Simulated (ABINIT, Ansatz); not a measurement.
# Converging GW for Cs2H6Pt (Fm-3m) in ABINIT, part 2 of 2

What does each rung of G0W0 on Cs2H6Pt (Fm-3m) cost, and what does it buy?

ABINIT 10.8.3; LDA and many-body steps on it, plane waves. Known limits of the many-body steps: not at the basis limit; no spin polarisation; d states lean on the start; no spin-orbit coupling; coarse k mesh.

So far. Step 3 (Screening, 2×2×2 mesh, 57 bands, screening to 62.6 eV): Local fields lower ε∞ by 21 %. On a Γ-centred mesh this coarse the value itself is usually too large, while a short band sum pulls it down. Step 4 (57 bands, 62.6 eV): The gap on the mesh goes from 3.62 eV to 5.62 eV, a correction of +2.00 eV.

## 6. 140 bands, 114.3 eV

This step: G0W0 on LDA, plane waves, norm-conserving pseudopotentials.

The input, run.abi:

```
acell 3*1.0 Angstrom
rprim 
  0.000000000000 4.486174700000 4.486174700000
  4.486174700000 0.000000000000 4.486174700000
  4.486174700000 4.486174700000 0.000000000000
ntypat 3
znucl 55 1 78
natom 9
typat 1 1 2 2 2 2 2 2 3
xred 
  0.750000000000 0.750000000000 0.750000000000
  0.250000000000 0.250000000000 0.250000000000
  0.816861770000 0.816861770000 0.183138230000
  0.183138230000 0.816861770000 0.183138230000
  0.816861770000 0.183138230000 0.183138230000
  0.183138230000 0.183138230000 0.816861770000
  0.816861770000 0.183138230000 0.816861770000
  0.183138230000 0.816861770000 0.816861770000
  0.000000000000 0.000000000000 0.000000000000
pp_dirpath "pseudos"
pseudos "Cs.upf, H.upf, Pt.upf"
ecut 34
ngkpt 2 2 2
nshiftk 1
shiftk 0 0 0
kptopt 1
chksymbreak 0
istwfk *1
occopt 1
irdwfk 1
optdriver 4
nband 140
gwcalctyp 0
ecutsigx 34
symsigma 1
nkptgw 2
kptgw 
  0.5000000000 0.5000000000 0.0000000000
  0.0000000000 0.0000000000 0.0000000000
bdgw 
  20 23
  19 24
ecuteps 4.2
irdscr 1
ppmodel 1
indata_prefix "in"
outdata_prefix "out"
tmpdata_prefix "tmp"
```

On the command line:

```console
$ OMP_NUM_THREADS=1 mpirun -n 4 abinit run.abi > log
```

Numbers of over 12 decimals in the logs are rounded to 6 here.

The program printed:

```text
.Version 10.8.3 of ABINIT. v10.8.2 released Aug 2026.

 Symmetries : space group Fm -3 m (#225); Bravais cF (face-center cubic)
[... echo of the input left out ...]
== DATASET  1 ==================================================================
-   mpi_nproc: 4, omp_nthreads: 1 (-1 if OMP is not activated)

--- !DatasetInfo
iteration_state: {dtset: 1, }
dimensions: {natom: 9, nkpt: 3, mband: 140, nsppol: 1, nspinor: 1, nspden: 1, mpw: 11618, }
cutoff_energies: {ecut:  34.0, pawecutdg:  -1.0, }
electrons: {nelect:   4.20000000E+01, charge:   0.00000000E+00, occopt:   1.00000000E+00, tsmear:   1.00000000E-02, }

 SIGMA: Calculation of the GW corrections

 Based on a program developped by R.W. Godby, V. Olevano, G. Onida, and L. Reining.
 Incorporated in ABINIT by V. Olevano, G.-M. Rignanese, and M. Torrent.
.Using double precision arithmetic ; gwpc =  8

[... cell and pseudopotentials left out ...]
--------------------------------------------------------------------------------

 ==== K-mesh for the wavefunctions ====
 Number of points in the irreducible wedge :     3
[... list of points left out ...]
 Together with 48 symmetry operations and time-reversal symmetry
 yields     8 points in the full Brillouin Zone.

 ==== Q-mesh for screening function ====
 Number of points in the irreducible wedge :     3
[... list of points left out ...]
 Together with 48 symmetry operations and time-reversal symmetry
 yields     8 points in the full Brillouin Zone.

 vcoul_init : cutoff-mode = AUXILIARY_FUNCTION
 q-points for optical limit:   1
     1)      0.000010    0.000020    0.000030
 setmesh: FFT mesh size selected  =    64x   64x   64
          total number of points  =       262144

 Number of electrons calculated from density =   42.0000; Expected =   42.0000
[...]
number of omega for Sigma on real axis              0
 max omega for Sigma on real axis  [eV]           0.00
 zcut for avoiding poles [eV]                     0.10

 EPSILON^-1 parameters (SCR file):
 dimension of the eps^-1 matrix on file            531
 dimension of the eps^-1 matrix used               531
 number of plane-waves for wavefunctions         11575
 number of bands                                   140
 number of q-points in IBZ                           3
 number of frequencies                               2
 number of real frequencies                          1
 number of imag frequencies                          1

 matrix elements of self-energy operator (all in [eV])

 Perturbative Calculation

--- !SelfEnergy_ee
iteration_state: {dtset: 1, }
kpoint     : [   0.500,    0.500,    0.000, ]
spin       : 1
KS_gap     :    3.620
QP_gap     :    5.728
Delta_QP_KS:    2.108
data: !SigmaeeData |
     Band     E0 <VxcDFT>   SigX SigC(E0)      Z dSigC/dE  Sig(E)    E-E0       E
       20   0.336 -11.632 -14.548   1.844   0.814  -0.229 -12.504  -0.873  -0.536
       21   0.336 -11.632 -14.548   1.844   0.814  -0.229 -12.504  -0.873  -0.536
       22   3.956  -8.855  -5.241  -2.169   0.855  -0.170  -7.620   1.235   5.191
[...]
--- !SelfEnergy_ee
iteration_state: {dtset: 1, }
kpoint     : [   0.000,    0.000,    0.000, ]
spin       : 1
KS_gap     :    4.672
QP_gap     :    6.687
Delta_QP_KS:    2.016
data: !SigmaeeData |
     Band     E0 <VxcDFT>   SigX SigC(E0)      Z dSigC/dE  Sig(E)    E-E0       E
[...]
23   4.998 -10.532  -6.242  -2.392   0.847  -0.180  -8.924   1.609   6.606
       24   4.998 -10.532  -6.242  -2.392   0.847  -0.180  -8.924   1.609   6.606

== END DATASET(S) ==============================================================
================================================================================

 -outvars: echo values of variables after computation  --------
           etotal      0.0000000000E+00
            nband         140
             nkpt           3
          spgroup         225
 [... the other variables as echoed above ...]

 Calculation completed.
```

It took 22 s on 4 MPI ranks of Arm Neoverse V1, shared host; peak memory 1.6 GiB.

Numbers from this step:

| Item | Value |
| --- | --- |
| G0W0 gap on the points computed | 5.727 eV |
| starting gap on the mesh | 3.620 eV |
| k of the valence top | 0.5, 0.5, 0 |
| k of the conduction bottom | 0.5, 0.5, 0 |
| Z at the valence top | 0.814 |
| Z at the conduction bottom | 0.855 |
| least direct G0W0 gap on the computed points | 5.727 eV |

Against G0W0 in ABINIT (2×2×2 mesh, 57 bands, screening to 62.6 eV, Godby-Needs plasmon pole), the gap moves by +0.106 eV.

## 7. Screening, 2×2×2 mesh, 314 bands, screening to 176.9 eV

This step: RPA screening on LDA, plane waves, norm-conserving pseudopotentials.

run.abi, as its differences from that of step 6:

```diff
@@ -30,17 +30,8 @@
 irdwfk 1
-optdriver 4
-nband 140
-gwcalctyp 0
-ecutsigx 34
-symsigma 1
-nkptgw 2
-kptgw 
-  0.5000000000 0.5000000000 0.0000000000
-  0.0000000000 0.0000000000 0.0000000000
-bdgw 
-  20 23
-  19 24
-ecuteps 4.2
-irdscr 1
-ppmodel 1
+optdriver 3
+nband 314
+ecuteps 6.5
+inclvkb 2
+awtr 1
+symchi 1
 indata_prefix "in"
```

The program printed:

```text
.Version 10.8.3 of ABINIT. v10.8.2 released Aug 2026.

 Symmetries : space group Fm -3 m (#225); Bravais cF (face-center cubic)
[... echo of the input left out ...]
== DATASET  1 ==================================================================
-   mpi_nproc: 4, omp_nthreads: 1 (-1 if OMP is not activated)

--- !DatasetInfo
iteration_state: {dtset: 1, }
dimensions: {natom: 9, nkpt: 3, mband: 314, nsppol: 1, nspinor: 1, nspden: 1, mpw: 11618, }
cutoff_energies: {ecut:  34.0, pawecutdg:  -1.0, }
[...]
--------------------------------------------------------------------------------
[... chi0 elements left out ...]
 For q-point:  0.000010 0.000020 0.000030
  dielectric constant =   2.7691
  dielectric constant without local fields =   3.5985

  Average fulfillment of the sum rule on Im[epsilon] for q-point    1 :     86.47  [%]
[... wings left out ...]
  q-point number  2        q = ( 0.500000, 0.000000, 0.000000) [r.l.u.]
--------------------------------------------------------------------------------
[... chi0 elements left out ...]
  Average fulfillment of the sum rule on Im[epsilon] for q-point    2 :     90.75  [%]

 [... 1 further q-points ...]
```

Wall time 2.1 min (4 MPI ranks); peak memory 3.1 GiB.

This step gave:

```yaml
eps_infinity_with_local_fields_on_this_mesh_along_the_program_s_q_direction: 2.769
the_same_without_local_fields: 3.599
plasma_frequency: 17.91 eV
plane_waves_in_the_screening_matrix: 941
```

## 8. 314 bands, 176.9 eV

This step: G0W0 on LDA, plane waves, norm-conserving pseudopotentials.

run.abi, as its differences from that of step 7:

```diff
@@ -30,8 +30,17 @@
 irdwfk 1
-optdriver 3
+optdriver 4
 nband 314
+gwcalctyp 0
+ecutsigx 34
+symsigma 1
+nkptgw 2
+kptgw 
+  0.5000000000 0.5000000000 0.0000000000
+  0.0000000000 0.0000000000 0.0000000000
+bdgw 
+  20 23
+  19 24
 ecuteps 6.5
-inclvkb 2
-awtr 1
-symchi 1
+irdscr 1
+ppmodel 1
 indata_prefix "in"
```

The program printed:

```text
.Version 10.8.3 of ABINIT. v10.8.2 released Aug 2026.

 Symmetries : space group Fm -3 m (#225); Bravais cF (face-center cubic)
[... echo of the input left out ...]
== DATASET  1 ==================================================================
-   mpi_nproc: 4, omp_nthreads: 1 (-1 if OMP is not activated)

--- !DatasetInfo
iteration_state: {dtset: 1, }
dimensions: {natom: 9, nkpt: 3, mband: 314, nsppol: 1, nspinor: 1, nspden: 1, mpw: 11618, }
cutoff_energies: {ecut:  34.0, pawecutdg:  -1.0, }
[...]
Band     E0 <VxcDFT>   SigX SigC(E0)      Z dSigC/dE  Sig(E)    E-E0       E
[...]
23   4.998 -10.532  -6.242  -2.674   0.845  -0.184  -9.167   1.365   6.362
       24   4.998 -10.532  -6.242  -2.674   0.845  -0.184  -9.167   1.365   6.362

== END DATASET(S) ==============================================================
================================================================================

 -outvars: echo values of variables after computation  --------
           etotal      0.0000000000E+00
            nband         314
             nkpt           3
          spgroup         225
 [... the other variables as echoed above ...]

 Calculation completed.
```

Elapsed: 2 min, on 4 MPI ranks; peak memory 2.9 GiB.

This step gave:

```yaml
g0w0_gap_on_the_points_computed: 5.842 eV
starting_gap_on_the_mesh: 3.620 eV
k_of_the_valence_top: 0.5, 0.5, 0
k_of_the_conduction_bottom: 0.5, 0.5, 0
least_direct_g0w0_gap_on_the_computed_points: 5.842 eV
```

Against G0W0 in ABINIT (2×2×2 mesh, 140 bands, screening to 114.3 eV, Godby-Needs plasmon pole), the gap moves by +0.115 eV.

## 9. Side by side

Times are wall times on 4 MPI ranks of Arm Neoverse V1, shared host, good to a factor of about two. A run's time includes the screening step that it read.

```tsv
run	mesh	bands	screening cutoff (eV)	DFT gap (eV)	gap on the mesh (eV)	direct (eV)	ε∞ used	time
57 bands, 62.6 eV	2×2×2	57	62.6	3.620	5.621	5.621	2.75	19 s
140 bands, 114.3 eV	2×2×2	140	114.3	3.620	5.727	5.727	2.77	64 s
314 bands, 176.9 eV	2×2×2	314	176.9	3.620	5.842	5.842	2.77	4 min
```

## 10. Outcome

| Quantity | Value |
| --- | --- |
| 57 bands, 62.6 eV | 5.621 eV |
| 140 bands, 114.3 eV | 5.727 eV |
| 314 bands, 176.9 eV | 5.842 eV |
| known limits | not at the basis limit; no spin polarisation; d states lean on the start; no spin-orbit coupling; coarse k mesh |

In words: From the first rung to the last the gap moves by +0.22 eV for 13 times the time. The steps are not yet shrinking, so no limit is drawn. In the first G0W0 run levels were corrected at 2 k points alone, so a gap called «on the mesh» is the least over those, and an edge elsewhere would be missed. The 2×2×2 mesh is coarse for this cell, which bears on the long-range parts of exchange and screening. The runs have no spin polarisation. For a closed low-spin shell that is the natural state; where a d or f shell is open it is a constraint, and the gap is then not the crystal's own. With d states at the gap, one-shot GW leans hard on its start. The many-body steps are scalar-relativistic: spin-orbit coupling is not in them.

[Paths, hosts, dates, memory and timing lines, banners, echoed tables and standing remarks are left out of the program output.]

[Logs are printed without paths, hosts, clocks, repeated set-up lines and the standing remarks that a program may print on its own settings, such as how far it seeks lower states.]

[Runs of the session that timed out or met a known fault of the program may be left out.]

[No measured gap is set beside runs whose start may be inverted or whose files or cutoffs have a known fault.]

[Hosts, paths, dates, database ids (printed as entryN), source tags and the programs' standing remarks are cut or masked in the printed files.]

[G0W0 gaps are taken among the corrected bands and points alone; a level outside them can change the order at an edge.]

[Where Ansatz stands beside ABINIT at settings called matched, ABINIT's density can come from a denser mesh and the files from another edition; pairs whose starting gaps differed by over 0.03 eV were left out, so agreement reads better than it is.]
